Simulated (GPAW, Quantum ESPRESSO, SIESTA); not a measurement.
# Deformation of the band gap of wurtzite AlN under biaxial strain, QE, PBE

Calculated with Quantum ESPRESSO 7.5: PBE; plane waves, GBRV 1.5 ultrasoft, 50/300 Ry; k-mesh 8×8×4. The first two cell vectors are strained alike from typed lattice constants; the third vector's length and the atoms are relaxed. The gap is that between the highest filled and lowest empty Kohn-Sham level on the mesh.

| in-plane strain (%) | gap on the mesh (eV) |
| --- | --- |
| -4 | 4.394 |
| -3 | 4.373 |
| -2 | 4.333 |
| -1 | ? |
| 0 | 4.02 |
| +1 | 3.822 |
| +2 | 3.628 |
| +3 | 3.436 |
| +4 | 3.251 |

**Question.** Fit a second-order form in the logarithmic strain to the rows given and interpolate to the withheld row.

Worked fit:

With u = ln[(1 + ε)/(1 + ε0)], counted from the row at ε0 = +0 % where y0 = 4.02, a second-order form y = y0 + a u + b u² makes v = (y − y0)/u a line in u.

```
         u         v
-0.0408220  -9.16173
-0.0304592  -11.5893
-0.0202027  -15.4930
0.00995033  -19.8988
 0.0198026  -19.7954
 0.0295588  -19.7572
 0.0392207  -19.6070
```

With n = 7: mean u = 0.00100694, mean v = -16.4718, Σ(u − ū)² = 0.0058984, Σ(u − ū)(v − v̄) = -0.78690. Slope b = -0.78690 / 0.0058984 = -133.41; intercept a = v̄ − b ū = -16.337.

At the withheld row u = -0.01005, v = a + b u = -15.00, and y = y0 + u v.

Prediction at -1: 4.171 eV. The run gave 4.22 eV, so the fit is low by 0.049 eV (1.2 % of the value).

The first-order term, -16.34 eV per unit of ln(1 + ε), is the slope of the fitted parabola at ε0; it is a deformation potential only where one valley holds the gap over the whole range, and a kink or a flat stretch in the table makes it differ from the local slope. The second-order term makes up 8.9 % of v at the withheld row. Among the rows given, the largest miss of the fit is at +4, by 0.077 eV (6.7 % of the range of the table).

Limits: The nuclei are static. The DFT runs use Fermi–Dirac occupations of width 0.01 eV, and energies are free energies. The mesh holds the band edges only if they lie on it, and semilocal functionals put gaps under measured ones. The rows don't follow a smooth parabola (r.m.s. departure 3.1 % of their range), so v is no line in u and the first-order term is poorly fixed; a kink, the k-mesh or scatter of the relaxations can each do this.

[Logs are printed without paths, hosts, clocks, repeated set-up lines and the standing remarks that a program may print on its own settings, such as how far it seeks lower states.]

[Hosts, paths, dates, database ids (printed as entryN), source tags and the programs' standing remarks are cut or masked in the printed files.]
